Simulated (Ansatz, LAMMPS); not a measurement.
# Squeezing and shearing glassy 69SiO2-19Al2O3-6SrO-6Li2O (mol %) (106 atoms): runs compared

Aim: relax glassy 69SiO2-19Al2O3-6SrO-6Li2O (mol %) (106 atoms), then change its volume and shape to read moduli from the stress.

Computed with Ansatz 0.2.0: Kohn-Sham DFT, PBE, PAW (set soft_2), plane waves.

## 1. The cell as built

The cell holds 106 atoms: 22 Si, 12 Al, 2 Sr, 4 Li and 66 O. Cell: a = 11.040 Å, b = 11.040 Å, c = 11.040 Å, α = 90.0°, β = 90.0°, γ = 90.0°. 106 atoms (22 Si, 12 Al, 2 Sr, 4 Li, 66 O) placed at random at 2.72 g/cm³, melted at 4000 K for 10 ps at fixed volume with the Morse and Coulomb pair potential with partial charges (Pedone, Malavasi, Menziani, Cormack and Segre, J. Phys. Chem. B 110, 11780 (2006)). Quenched from 4000 K to 300 K at 50 K/ps and fixed volume, held 5 ps.

What the set-up can't give: The quench rate of 50 K/ps is many orders above laboratory rates, so the cell is likely richer in defects and strain than a real sample. The network of bonds at the start is that of the classical potential that made the cell, and needn't be the one that DFT or experiment would give. Sampling is at Γ alone.

## 2. The reference run

The reference is a single point at the end of the relaxation.

Every strained cell starts from the geometry of this run, and its atoms are relaxed with the cell held.

Its input, with most atom lines left out:

```yaml
crystal:
  lattice:
    - [11.21455, -0.07021, 0.24696]
    - [-0.07021, 11.10796, -0.11768]
    - [0.24696, -0.11768, 11.03931]
  atoms:
    - { symbol: Si, position: [0.76504, 0.44585, 0.02035] }
    - { symbol: Si, position: [0.03303, 0.9564, 0.62292] }
    - { symbol: Si, position: [0.13383, 0.06491, 0.2776] }
    - { symbol: Si, position: [0.69004, 0.29297, 0.58452] }
    - { symbol: Si, position: [0.99957, 0.66627, 0.30042] }
    - { symbol: Si, position: [0.47063, 0.21772, 0.0699] }
    - { symbol: Si, position: [0.55823, 0.91485, 0.44406] }
    [... atom lines 8 to 106 left out ...]
kpoints:
  mp_grid: { grid: [1, 1, 1] }
hamiltonian:
  xc: pbe
scf:
  occupations: { method: gaussian, width: 0.025 }
output:
  forces: true
  stress: true
  populations: intrinsic
  dos:
    method: { smearing: { sigma: 0.08 } }
    de: 0.1
    projected: { site_lists: { Al: [Al], Li: [Li], O: [O], Si: [Si], Sr: [Sr] } }
  eigenvalues: true
  write_density: true
  write_potential: true
  volumetric_format: npy
```

```
free energy per atom   : -621.9261 eV/atom
r.m.s. force component : 0.0111 eV/Å
pressure               : -0.001535 GPa
```

Filled and empty levels are parted by 4.29 eV (at Γ alone); a semilocal functional tends to put such gaps too low. In a disordered cell it changes from sample to sample, and tail or defect levels can set it.

## 3. The runs

Each row is one run, on 4 threads of Arm Neoverse V1, shared host. The free energy is the program's total, comparable only between runs with the same functional, potentials and atoms.

| run | atoms | outcome | ionic steps, all passes | free energy (eV) | time | host memory (GiB) |
| --- | --- | --- | --- | --- | --- | --- |
| Single point at the start | 106 | converged | - | -65914.997 | 15 s | 1.7 |
| Cell and atoms relaxed | 106 | converged | 18 | -65924.167 | 4.3 min | 1.8 |
| Single point at the relaxed geometry | 106 | converged | - | -65924.167 | 26 s | 1.8 |
| Volume -3 % | 106 | converged | 7 | -65923.925 | 1.9 min | 1.7 |
| Volume +3 % | 106 | converged | 12 | -65923.969 | 3.3 min | 1.8 |
| Volume -6 % | 106 | converged | 9 | -65923.162 | 2.4 min | 1.7 |
| Volume +6 % | 106 | converged | 13 | -65923.443 | 3.9 min | 1.9 |
| Volume -10 % | 106 | converged | 34 | -65921.895 | 9.2 min | 1.6 |
| Stretched by 1 % along x | 106 | converged | 6 | -65924.119 | 1.7 min | 1.8 |
| Compressed by 1 % along x | 106 | converged | 4 | -65924.112 | 68 s | 1.8 |
| Sheared by 2 % in xy | 106 | converged | 5 | -65924.106 | 85 s | 1.8 |

In some runs the program notes that the SCF threshold is loose for the stress.

## 4. Pressure against volume

Atoms are relaxed at each volume, in the scaled cell.

| volume change (%) | volume (Å³/atom) | energy change (meV/atom) | pressure (GPa) | largest move on relaxing (Å) | bonds | gap (eV) |
| --- | --- | --- | --- | --- | --- | --- |
| -10 | 11.669 | 21.44 | 6.28 | 0.97 | 172 | 4.65 |
| -6 | 12.187 | 9.48 | 4.01 | 0.35 | 167 | 4.51 |
| -3 | 12.576 | 2.28 | 1.95 | 0.16 | 167 | 4.40 |
| +0 | 12.965 | 0.00 | 0.00 | - | 165 | 4.29 |
| +3 | 13.354 | 1.87 | -1.48 | 0.20 | 163 | 4.18 |
| +6 | 13.743 | 6.84 | -2.70 | 0.49 | 164 | 3.97 |

## 5. Uniaxial strain and shear

Stress (GPa, compression positive) less that of the relaxed cell, atoms relaxed:

| strain | xx | yy | zz | xy | energy change (meV/atom) |
| --- | --- | --- | --- | --- | --- |
| stretched by 1 % along x | -1.166 | -0.288 | -0.258 | 0.126 | 0.45 |
| compressed by 1 % along x | 1.317 | 0.422 | 0.428 | -0.133 | 0.52 |
| sheared by 2 % in xy | 0.293 | 0.034 | 0.044 | -0.735 | 0.58 |

## 6. Outcome

The bulk modulus, from the slope of pressure against ln V over the three points nearest the relaxed volume, is 57.2 GPa; between neighbouring points the slope runs 52, 66, 64, 50 and 43 GPa from the smallest volume up, without a steady fall, so no pressure derivative is given. The count of bonds runs from 163 to 172 over the series, so at some points contacts cross the cutoffs. At -10 % some atom moved by over 0.5 Å on relaxing, so that point may sit in another local minimum. The gap goes from 4.65 eV at the smallest volume to 3.97 eV at the largest, -4.0 eV per unit of ln V by a straight line, on the run's k-points. In the Cartesian axes of the cell, finite differences give C11 = 124, C12 = 35.5, C13 = 34.3 and C66 = 36.8 GPa (the shear of 2 % is the engineering strain, εxy = 0.01). The mean of C11, C12 and C13, which equals the bulk modulus in a cubic or isotropic solid, is 64.7 GPa: it lies 13 % over the bulk modulus from the volumes. For an isotropic solid C66 would equal (C11 − C12)/2 = 44.3 GPa; so small a sample needn't be isotropic, and C66 rests on one shear. With the bulk modulus and C66 as K and G, Young's modulus would be about 91 GPa and Poisson's ratio 0.24.

Caveats: Strains are finite and relaxations stop at the force tolerance of the input, which can leave moduli too stiff; they are those of a static cell at zero temperature. Volumes are changed with the cell's shape held, so in an anisotropic solid the modulus lies over the one under free hydrostatic load. The program notes that the SCF threshold of the relaxations is loose for the stress.

The DFT runs together took 30 min of wall time.

[Logs are printed without paths, hosts, clocks, repeated set-up lines and the standing remarks that a program may print on its own settings, such as how far it seeks lower states.]

[Hosts, paths, dates, database ids (printed as entryN), source tags and the programs' standing remarks are cut or masked in the printed files.]
